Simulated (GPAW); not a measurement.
**Segments of Ge in a Mo chain: a series of junctions**

Wanted: the trend of the zero-bias conductance over a family of junctions, segments of Ge in a Mo chain.

Main program and level: GPAW 26.7.0; GPAW LCAO, PAW setups; Landauer transmission from Green's functions with principal layers (ASE), zero bias.

## 1. The starting structure

The cell holds 15 atoms: 14 Mo and 1 Ge. Its edges and angles: a = 9.000 Å, b = 9.000 Å, c = 33.823 Å, α = 90.0°, β = 90.0°, γ = 90.0°. Regions: left lead, 7 atoms (7 Mo); channel, 1 atom (1 Ge); right lead, 7 atoms (7 Mo). Vacuum lies along a and b. The structure is stacked along c, and the current runs across the ab planes.

## 2. Member of the series, foreign atoms 1

The structure changes from member to member while basis and functional stay, so that the trend is less open to errors of the level than any single value.

run.py

```python
import json
import numpy as np
from ase import Atoms
from ase.transport.calculators import TransportCalculator
from gpaw import GPAW, FermiDirac
from gpaw.lcao.tools import get_lcao_hamiltonian
from scipy.linalg import eigh

# The junction with lead layers at both ends, along the third cell vector
device = Atoms(
    ['Mo', 'Mo', 'Mo', 'Mo', 'Mo', 'Mo', 'Mo', 'Ge', 'Mo', 'Mo', 'Mo', 'Mo', 'Mo', 'Mo', 'Mo'],
    positions=[
        [4.50000, 4.50000, 1.12500],
        [4.50000, 4.50000, 3.37500],
        [4.50000, 4.50000, 5.62500],
        [4.50000, 4.50000, 7.87500],
        [4.50000, 4.50000, 10.12500],
        [4.50000, 4.50000, 12.37500],
        [4.50000, 4.50000, 14.62500],
        [4.50000, 4.50000, 16.91150],
        [4.50000, 4.50000, 19.19800],
        [4.50000, 4.50000, 21.44800],
        [4.50000, 4.50000, 23.69800],
        [4.50000, 4.50000, 25.94800],
        [4.50000, 4.50000, 28.19800],
        [4.50000, 4.50000, 30.44800],
        [4.50000, 4.50000, 32.69800]],
    cell=[[9.0, 0.0, 0.0], [0.0, 9.0, 0.0], [0.0, 0.0, 33.823]],
    pbc=True)

# One principal layer of the lead: the first 5 atoms of the device
lead = Atoms(
    ['Mo', 'Mo', 'Mo', 'Mo', 'Mo'],
    positions=[
        [4.50000, 4.50000, 1.12500],
        [4.50000, 4.50000, 3.37500],
        [4.50000, 4.50000, 5.62500],
        [4.50000, 4.50000, 7.87500],
        [4.50000, 4.50000, 10.12500]],
    cell=[[9.0, 0.0, 0.0], [0.0, 9.0, 0.0], [0.0, 0.0, 11.25]],
    pbc=True)

settings = dict(mode='lcao', basis='dzp', xc='LDA', h=0.2,
                occupations=FermiDirac(0.1), maxiter=250,
                mixer=dict(beta=0.1, nmaxold=8, weight=100.0),
                convergence=dict(density=0.0001))
energies = np.arange(-2, 2 + 1e-9, 0.05)
eta = 0.0001
n1, n2 = 1, 1
# k and -k transmit alike, so half of the mesh across the current serves
mesh = [(i, j) for i in range(n1) for j in range(n2) if (i, j) <= (-i % n1, -j % n2)]
weights = np.array([1 if (i, j) == (-i % n1, -j % n2) else 2 for i, j in mesh]) / (n1 * n2)

# [... helper functions left out ...]
fermi_lead = ground_state(lead, (1, 1, 10), 'lead.txt')
fermi_device = ground_state(device, (1, 1, 3), 'device.txt')
# [... loop over the mesh left out, but for ...]
        # Shift the lead onto the potential of the device's first layer
        shift = ((H[:, 0, 0] - H0[:, 0, 0]) / S0[0, 0]).real.mean()
# [...]
kT = 8.617333e-5 * 77
bias = [0.1, 0.2, 0.5, 1.0, 1.5, 2.0]
# [... integrals and printing left out ...]
```

Command:

```console
OMP_NUM_THREADS=1 OPENBLAS_NUM_THREADS=1 python run.py
```

The program printed:

```text
basis functions: device 419, principal layer 145
Fermi level: lead -2.9955 eV, device -3.0252 eV; lead shifted by -0.0031 eV
largest coupling past the next layer 2.75e-05 eV, largest misfit of the first layer 0.039 eV
  E-E_F (eV)   T (one spin)  [channel counts left out]
    -2.000    1.4873e+00
    -1.950    1.5147e+00
    -1.900    1.5426e+00
    -1.850    1.5713e+00
    -1.800    1.6009e+00
    -1.750    1.6317e+00
    -1.700    1.6642e+00
    -1.650    1.6971e+00
    -1.600    1.7318e+00
    -1.550    1.7612e+00
    -1.500    1.7912e+00
    -1.450    1.8285e+00
    -1.400    1.8679e+00
    -1.350    1.9095e+00
    -1.300    1.9535e+00
    -1.250    1.9993e+00
[...]
1.650    1.6583e+00
     1.700    1.5669e+00
     1.750    1.4663e+00
     1.800    1.3522e+00
     1.850    1.2195e+00
     1.900    1.0627e+00
     1.950    8.8194e-01
     2.000    6.9504e-01
conductance at 77 K: 2.795 G0 a cell; thermopower -0.09503 uV/K
current from the zero-bias T(E) at 0.1 V: 21.652 uA
current from the zero-bias T(E) at 0.2 V: 43.284 uA
current from the zero-bias T(E) at 0.5 V: 107.87 uA
current from the zero-bias T(E) at 1.0 V: 213.42 uA
current from the zero-bias T(E) at 1.5 V: 314.55 uA
current from the zero-bias T(E) at 2.0 V: 409.36 uA
```

Run time: 4.7 min. Hardware: 1 thread of AMD EPYC 7R43, shared host; peak memory 1.4 GiB.

This step gave:

| Property | Result |
| --- | --- |
| conductance | 2.795 G₀ |
| largest coupling past the next principal layer | 2.75e-5 eV |
| largest misfit of the first principal layer | 0.03893 eV |
| shift that aligns the lead | -0.003060 eV |
| basis functions of the junction | 419 |
| basis functions of a principal layer | 145 |
| transmission at the Fermi level (one spin) | 2.795 |

One spin. Transmission, zone mean against energy, zero at the Fermi level:

```tsv
energy (eV)	transmission, zone mean
-2.00	1.49
-1.85	1.57
-1.70	1.66
-1.60	1.73
-1.45	1.83
-1.30	1.95
-1.15	2.09
-1.05	2.19
-0.90	2.33
-0.75	2.45
-0.60	2.55
-0.50	2.61
-0.35	2.69
-0.20	2.75
-0.05	2.79
0.00	2.80
0.05	2.80
0.15	2.80
0.20	2.80
0.35	2.78
0.50	2.74
0.60	2.70
0.75	2.63
0.90	2.54
1.05	2.42
1.15	2.33
1.30	2.17
1.45	1.97
1.60	1.74
1.70	1.57
1.85	1.22
2.00	0.695
```

Not self-consistent under bias; the bias window is split evenly. The current through one cell, from the zero-bias transmission by bias:

```tsv
bias (V)	current through one cell, from the zero-bias transmission (μA)
0.100	21.7
0.200	43.3
0.500	108
1.000	213
1.500	315
2.000	409
```

Table of transmission of the three most open eigenchannels by energy, zero at the Fermi level:

```tsv
energy (eV)	channel 1	channel 2	channel 3
-2.00	0.999	0.244	0.244
-1.85	0.999	0.286	0.286
-1.70	0.998	0.333	0.333
-1.60	0.995	0.368	0.368
-1.45	0.969	0.430	0.430
-1.30	0.951	0.501	0.501
-1.15	0.935	0.579	0.579
-1.05	0.922	0.633	0.633
-0.90	0.901	0.712	0.712
-0.75	0.880	0.783	0.783
-0.60	0.863	0.843	0.843
-0.50	0.878	0.878	0.853
-0.35	0.921	0.921	0.841
-0.20	0.956	0.956	0.829
-0.05	0.981	0.981	0.818
0.00	0.987	0.987	0.814
0.05	0.992	0.992	0.809
0.20	0.999	0.999	0.797
0.35	0.994	0.994	0.785
0.50	0.978	0.978	0.774
0.60	0.962	0.962	0.767
0.75	0.930	0.930	0.757
0.90	0.890	0.890	0.746
1.05	0.838	0.838	0.735
1.15	0.796	0.796	0.727
1.30	0.720	0.720	0.718
1.45	0.702	0.629	0.629
1.60	0.689	0.522	0.522
1.70	0.680	0.438	0.438
1.85	0.668	0.271	0.271
2.00	0.656	0.0146	0.0146
```

Couplings past the next layer reach 2.7e-5 eV, small enough to drop; the matrix elements of the cell's first layer differ from the bulk lead's by up to 0.039 eV. That layer keeps its own values in the calculation, and only beyond it is the lead taken as perfect. The Fermi levels of lead and junction count from different zeros of potential, one for each periodic cell; with both set to zero, the small remaining shift is what aligns them. By hand: G = 2.795 × 77.48 μS = 217 μS, a resistance of 4.62 kΩ; at 0.1 V a linear junction would pass 21.7 μA, and the integral over the bias window gives 21.7 μA.

## 3. Junction, 16 atoms: segment atoms = 2

System of this step: 2 Ge atoms in a Mo chain. The cell holds 16 atoms: 14 Mo and 2 Ge. Cell: a = 9.000 Å, b = 9.000 Å, c = 36.173 Å, α = 90.0°, β = 90.0°, γ = 90.0°. Regions: left lead, 7 atoms (7 Mo); channel, 2 atoms (2 Ge); right lead, 7 atoms (7 Mo). Vacuum lies along a and b. The structure is stacked along c, and the current runs across the ab planes.

run.py: that of step 2 with these lines changed.

```diff
@@ -10,3 +10,3 @@
 device = Atoms(
-    ['Mo', 'Mo', 'Mo', 'Mo', 'Mo', 'Mo', 'Mo', 'Ge', 'Mo', 'Mo', 'Mo', 'Mo', 'Mo', 'Mo', 'Mo'],
+    ['Mo', 'Mo', 'Mo', 'Mo', 'Mo', 'Mo', 'Mo', 'Ge', 'Ge', 'Mo', 'Mo', 'Mo', 'Mo', 'Mo', 'Mo', 'Mo'],
     positions=[
@@ -20,10 +20,11 @@
         [4.50000, 4.50000, 16.91150],
-        [4.50000, 4.50000, 19.19800],
-        [4.50000, 4.50000, 21.44800],
-        [4.50000, 4.50000, 23.69800],
-        [4.50000, 4.50000, 25.94800],
-        [4.50000, 4.50000, 28.19800],
-        [4.50000, 4.50000, 30.44800],
-        [4.50000, 4.50000, 32.69800]],
-    cell=[[9.0, 0.0, 0.0], [0.0, 9.0, 0.0], [0.0, 0.0, 33.823]],
+        [4.50000, 4.50000, 19.26150],
+        [4.50000, 4.50000, 21.54800],
+        [4.50000, 4.50000, 23.79800],
+        [4.50000, 4.50000, 26.04800],
+        [4.50000, 4.50000, 28.29800],
+        [4.50000, 4.50000, 30.54800],
+        [4.50000, 4.50000, 32.79800],
+        [4.50000, 4.50000, 35.04800]],
+    cell=[[9.0, 0.0, 0.0], [0.0, 9.0, 0.0], [0.0, 0.0, 36.173]],
     pbc=True)
@@ -55,3 +56,3 @@
 fermi_lead = ground_state(lead, (1, 1, 10), 'lead.txt')
-fermi_device = ground_state(device, (1, 1, 3), 'device.txt')
+fermi_device = ground_state(device, (1, 1, 2), 'device.txt')
 # [... loop over the mesh left out, but for ...]
```

The program printed:

```text
basis functions: device 432, principal layer 145
Fermi level: lead -2.9955 eV, device -3.0910 eV; lead shifted by -0.0030 eV
largest coupling past the next layer 2.75e-05 eV, largest misfit of the first layer 0.033 eV
  E-E_F (eV)   T (one spin)  [channel counts left out]
    -2.000    9.6838e-01
    -1.950    9.6813e-01
    -1.900    9.6846e-01
    -1.850    9.6936e-01
    -1.800    9.7079e-01
    -1.750    9.7261e-01
    -1.700    9.7460e-01
    -1.650    9.7577e-01
    -1.600    9.7455e-01
    -1.550    9.5433e-01
    -1.500    9.5468e-01
    -1.450    9.6998e-01
    -1.400    9.9379e-01
    -1.350    1.0255e+00
    -1.300    1.0644e+00
    -1.250    1.1108e+00
[...]
1.650    2.1009e+00
     1.700    1.9815e+00
     1.750    1.8386e+00
     1.800    1.6687e+00
     1.850    1.4720e+00
     1.900    1.2553e+00
     1.950    1.0315e+00
     2.000    7.1595e-01
conductance at 77 K: 2.5219 G0 a cell; thermopower 0.1417 uV/K
current from the zero-bias T(E) at 0.1 V: 19.539 uA
current from the zero-bias T(E) at 0.2 V: 39.07 uA
current from the zero-bias T(E) at 0.5 V: 97.531 uA
current from the zero-bias T(E) at 1.0 V: 193.51 uA
current from the zero-bias T(E) at 1.5 V: 284.3 uA
current from the zero-bias T(E) at 2.0 V: 366.03 uA
```

Run time: 4.7 min. Hardware: 1 thread; peak memory 1.4 GiB.

Numbers from this step:

* conductance: 2.522 G₀
* largest misfit of the first principal layer: 0.03338 eV
* shift that aligns the lead: -0.003030 eV
* basis functions of the junction: 432
* transmission at the Fermi level (one spin): 2.522

One spin. Table of transmission, zone mean by energy, zero at the Fermi level:

```tsv
energy (eV)	transmission, zone mean
-2.000	0.968
-1.800	0.971
-1.600	0.975
-1.400	0.994
-1.200	1.16
-1.000	1.47
-0.800	1.89
-0.600	2.28
-0.400	2.49
-0.200	2.54
0.000	2.52
0.200	2.48
0.400	2.46
0.600	2.46
0.800	2.48
1.000	2.50
1.200	2.50
1.400	2.43
1.600	2.20
1.800	1.67
2.000	0.716
```

Not self-consistent under bias; the bias window is split evenly. The current through one cell, from the zero-bias transmission by bias:

```tsv
bias (V)	current through one cell, from the zero-bias transmission (μA)
0.100	19.5
0.200	39.1
0.500	97.5
1.000	194
1.500	284
2.000	366
```

Table of transmission of the three most open eigenchannels by energy, zero at the Fermi level:

```tsv
energy (eV)	channel 1	channel 2	channel 3
-2.00	0.907	0.0305	0.0305
-1.85	0.879	0.0451	0.0451
-1.70	0.842	0.0663	0.0663
-1.60	0.803	0.0858	0.0858
-1.45	0.715	0.127	0.127
-1.30	0.681	0.192	0.192
-1.15	0.651	0.288	0.288
-1.05	0.630	0.375	0.375
-0.90	0.603	0.535	0.535
-0.75	0.708	0.708	0.582
-0.60	0.854	0.854	0.567
-0.50	0.923	0.923	0.560
-0.35	0.981	0.981	0.553
-0.20	0.998	0.998	0.548
-0.05	0.994	0.994	0.543
0.00	0.990	0.990	0.542
0.05	0.986	0.986	0.541
0.20	0.973	0.973	0.537
0.35	0.965	0.965	0.534
0.50	0.964	0.964	0.529
0.60	0.967	0.967	0.526
0.75	0.977	0.977	0.522
0.90	0.988	0.988	0.517
1.05	0.997	0.997	0.513
1.15	0.998	0.998	0.510
1.30	0.986	0.986	0.510
1.45	0.942	0.942	0.508
1.60	0.844	0.844	0.509
1.70	0.735	0.735	0.511
1.85	0.516	0.478	0.478
2.00	0.522	0.0969	0.0969
```

The conductance, 2.52 G₀, lies 10 % below that of the member before.

## 4. Member of the series, 17 atoms: segment atoms = 3

System of this step: 3 Ge atoms in a Mo chain. The cell holds 17 atoms: 14 Mo and 3 Ge. Cell: a = 9.000 Å, b = 9.000 Å, c = 38.523 Å, α = 90.0°, β = 90.0°, γ = 90.0°. Regions: left lead, 7 atoms (7 Mo); channel, 3 atoms (3 Ge); right lead, 7 atoms (7 Mo). Vacuum lies along a and b. The structure is stacked along c, and the current runs across the ab planes.

run.py: that of step 3 with these lines changed.

```diff
@@ -10,3 +10,3 @@
 device = Atoms(
-    ['Mo', 'Mo', 'Mo', 'Mo', 'Mo', 'Mo', 'Mo', 'Ge', 'Ge', 'Mo', 'Mo', 'Mo', 'Mo', 'Mo', 'Mo', 'Mo'],
+    ['Mo', 'Mo', 'Mo', 'Mo', 'Mo', 'Mo', 'Mo', 'Ge', 'Ge', 'Ge', 'Mo', 'Mo', 'Mo', 'Mo', 'Mo', 'Mo', 'Mo'],
     positions=[
@@ -21,10 +21,11 @@
         [4.50000, 4.50000, 19.26150],
-        [4.50000, 4.50000, 21.54800],
-        [4.50000, 4.50000, 23.79800],
-        [4.50000, 4.50000, 26.04800],
-        [4.50000, 4.50000, 28.29800],
-        [4.50000, 4.50000, 30.54800],
-        [4.50000, 4.50000, 32.79800],
-        [4.50000, 4.50000, 35.04800]],
-    cell=[[9.0, 0.0, 0.0], [0.0, 9.0, 0.0], [0.0, 0.0, 36.173]],
+        [4.50000, 4.50000, 21.61150],
+        [4.50000, 4.50000, 23.89800],
+        [4.50000, 4.50000, 26.14800],
+        [4.50000, 4.50000, 28.39800],
+        [4.50000, 4.50000, 30.64800],
+        [4.50000, 4.50000, 32.89800],
+        [4.50000, 4.50000, 35.14800],
+        [4.50000, 4.50000, 37.39800]],
+    cell=[[9.0, 0.0, 0.0], [0.0, 9.0, 0.0], [0.0, 0.0, 38.523]],
     pbc=True)
```

The program printed:

```text
basis functions: device 445, principal layer 145
Fermi level: lead -2.9955 eV, device -3.1239 eV; lead shifted by -0.0032 eV
largest coupling past the next layer 2.75e-05 eV, largest misfit of the first layer 0.029 eV
  E-E_F (eV)   T (one spin)  [channel counts left out]
    -2.000    6.9957e-01
    -1.950    6.8627e-01
    -1.900    6.7318e-01
[...]
1.950    2.5918e+00
     2.000    1.9643e+00
conductance at 77 K: 2.4656 G0 a cell; thermopower -0.2709 uV/K
current from the zero-bias T(E) at 0.1 V: 19.105 uA
current from the zero-bias T(E) at 0.2 V: 38.217 uA
current from the zero-bias T(E) at 0.5 V: 95.67 uA
current from the zero-bias T(E) at 1.0 V: 192.15 uA
current from the zero-bias T(E) at 1.5 V: 287.61 uA
current from the zero-bias T(E) at 2.0 V: 369.26 uA
```

The job ended after 5.7 min (1 thread; peak memory 1.5 GiB).

One spin. The transmission, zone mean by energy, zero at the Fermi level:

```tsv
energy (eV)	transmission, zone mean
-2.00	0.700
-1.85	0.660
-1.70	0.620
-1.60	0.588
-1.45	0.567
-1.30	0.643
-1.15	0.834
-1.05	1.08
-0.90	1.66
-0.75	2.23
-0.60	2.44
-0.50	2.44
-0.35	2.41
-0.20	2.41
-0.05	2.45
0.00	2.47
0.05	2.48
0.20	2.54
0.35	2.57
0.40	2.57
0.50	2.57
0.60	2.55
0.75	2.50
0.90	2.45
1.05	2.40
1.15	2.38
1.30	2.37
1.45	2.39
1.60	2.45
1.70	2.50
1.85	2.59
1.90	2.61
2.00	1.96
```

The conductance, 2.47 G₀, lies 2.2 % below that of the member before.

## 5. Junction, 18 atoms: segment atoms = 4

System of this step: 4 Ge atoms in a Mo chain. The cell holds 18 atoms: 14 Mo and 4 Ge. Its edges and angles: a = 9.000 Å, b = 9.000 Å, c = 40.873 Å, α = 90.0°, β = 90.0°, γ = 90.0°. Regions: left lead, 7 atoms (7 Mo); channel, 4 atoms (4 Ge); right lead, 7 atoms (7 Mo). Vacuum lies along a and b. The structure is stacked along c, and the current runs across the ab planes.

run.py: that of step 4 with these lines changed.

```diff
@@ -10,3 +10,3 @@
 device = Atoms(
-    ['Mo', 'Mo', 'Mo', 'Mo', 'Mo', 'Mo', 'Mo', 'Ge', 'Ge', 'Ge', 'Mo', 'Mo', 'Mo', 'Mo', 'Mo', 'Mo', 'Mo'],
+    ['Mo', 'Mo', 'Mo', 'Mo', 'Mo', 'Mo', 'Mo', 'Ge', 'Ge', 'Ge', 'Ge', 'Mo', 'Mo', 'Mo', 'Mo', 'Mo', 'Mo', 'Mo'],
     positions=[
@@ -22,10 +22,11 @@
         [4.50000, 4.50000, 21.61150],
-        [4.50000, 4.50000, 23.89800],
-        [4.50000, 4.50000, 26.14800],
-        [4.50000, 4.50000, 28.39800],
-        [4.50000, 4.50000, 30.64800],
-        [4.50000, 4.50000, 32.89800],
-        [4.50000, 4.50000, 35.14800],
-        [4.50000, 4.50000, 37.39800]],
-    cell=[[9.0, 0.0, 0.0], [0.0, 9.0, 0.0], [0.0, 0.0, 38.523]],
+        [4.50000, 4.50000, 23.96150],
+        [4.50000, 4.50000, 26.24800],
+        [4.50000, 4.50000, 28.49800],
+        [4.50000, 4.50000, 30.74800],
+        [4.50000, 4.50000, 32.99800],
+        [4.50000, 4.50000, 35.24800],
+        [4.50000, 4.50000, 37.49800],
+        [4.50000, 4.50000, 39.74800]],
+    cell=[[9.0, 0.0, 0.0], [0.0, 9.0, 0.0], [0.0, 0.0, 40.873]],
     pbc=True)
```

The program printed:

```text
basis functions: device 458, principal layer 145
Fermi level: lead -2.9955 eV, device -3.1494 eV; lead shifted by -0.0042 eV
largest coupling past the next layer 2.75e-05 eV, largest misfit of the first layer 0.027 eV
  E-E_F (eV)   T (one spin)  [channel counts left out]
    -2.000    5.2581e-01
    -1.950    5.1377e-01
    -1.900    5.0204e-01
[...]
1.950    9.2804e-01
     2.000    6.7937e-01
conductance at 77 K: 2.7631 G0 a cell; thermopower -0.2794 uV/K
current from the zero-bias T(E) at 0.1 V: 21.401 uA
current from the zero-bias T(E) at 0.2 V: 42.764 uA
current from the zero-bias T(E) at 0.5 V: 106.29 uA
current from the zero-bias T(E) at 1.0 V: 209.46 uA
current from the zero-bias T(E) at 1.5 V: 312.35 uA
current from the zero-bias T(E) at 2.0 V: 411.89 uA
```

The job ended after 5.3 min (1 thread; peak memory 1.6 GiB).

The conductance, 2.76 G₀, lies 12 % above that of the member before.

## 6. Member of the series, 19 atoms: segment atoms = 5

System of this step: 5 Ge atoms in a Mo chain. The cell holds 19 atoms: 14 Mo and 5 Ge. Its edges and angles: a = 9.000 Å, b = 9.000 Å, c = 43.223 Å, α = 90.0°, β = 90.0°, γ = 90.0°. Regions: left lead, 7 atoms (7 Mo); channel, 5 atoms (5 Ge); right lead, 7 atoms (7 Mo). Vacuum lies along a and b. The structure is stacked along c, and the current runs across the ab planes.

run.py: that of step 5 with these lines changed.

```diff
@@ -10,3 +10,3 @@
 device = Atoms(
-    ['Mo', 'Mo', 'Mo', 'Mo', 'Mo', 'Mo', 'Mo', 'Ge', 'Ge', 'Ge', 'Ge', 'Mo', 'Mo', 'Mo', 'Mo', 'Mo', 'Mo', 'Mo'],
+    ['Mo', 'Mo', 'Mo', 'Mo', 'Mo', 'Mo', 'Mo', 'Ge', 'Ge', 'Ge', 'Ge', 'Ge', 'Mo', 'Mo', 'Mo', 'Mo', 'Mo', 'Mo', 'Mo'],
     positions=[
@@ -23,10 +23,11 @@
         [4.50000, 4.50000, 23.96150],
-        [4.50000, 4.50000, 26.24800],
-        [4.50000, 4.50000, 28.49800],
-        [4.50000, 4.50000, 30.74800],
-        [4.50000, 4.50000, 32.99800],
-        [4.50000, 4.50000, 35.24800],
-        [4.50000, 4.50000, 37.49800],
-        [4.50000, 4.50000, 39.74800]],
-    cell=[[9.0, 0.0, 0.0], [0.0, 9.0, 0.0], [0.0, 0.0, 40.873]],
+        [4.50000, 4.50000, 26.31150],
+        [4.50000, 4.50000, 28.59800],
+        [4.50000, 4.50000, 30.84800],
+        [4.50000, 4.50000, 33.09800],
+        [4.50000, 4.50000, 35.34800],
+        [4.50000, 4.50000, 37.59800],
+        [4.50000, 4.50000, 39.84800],
+        [4.50000, 4.50000, 42.09800]],
+    cell=[[9.0, 0.0, 0.0], [0.0, 9.0, 0.0], [0.0, 0.0, 43.223]],
     pbc=True)
```

The program printed:

```text
basis functions: device 471, principal layer 145
Fermi level: lead -2.9955 eV, device -3.1934 eV; lead shifted by 0.0041 eV
largest coupling past the next layer 2.75e-05 eV, largest misfit of the first layer 0.039 eV
  E-E_F (eV)   T (one spin)  [channel counts left out]
    -2.000    4.5716e-01
    -1.950    4.4735e-01
    -1.900    4.3802e-01
[...]
1.950    9.3586e-01
     2.000    5.8560e-01
conductance at 77 K: 2.9494 G0 a cell; thermopower 0.1003 uV/K
current from the zero-bias T(E) at 0.1 V: 22.852 uA
current from the zero-bias T(E) at 0.2 V: 45.704 uA
current from the zero-bias T(E) at 0.5 V: 114.11 uA
current from the zero-bias T(E) at 1.0 V: 224.09 uA
current from the zero-bias T(E) at 1.5 V: 323.57 uA
current from the zero-bias T(E) at 2.0 V: 414.36 uA
```

Elapsed: 5.5 min, on 1 thread; peak memory 1.6 GiB.

The conductance, 2.95 G₀, lies 6.7 % above that of the member before.

(Continued in part 2 of 2.)

[Logs are printed without paths, hosts, clocks, repeated set-up lines and the standing remarks that a program may print on its own settings, such as how far it seeks lower states.]

[Hosts, paths, dates, database ids (printed as entryN), source tags and the programs' standing remarks are cut or masked in the printed files.]
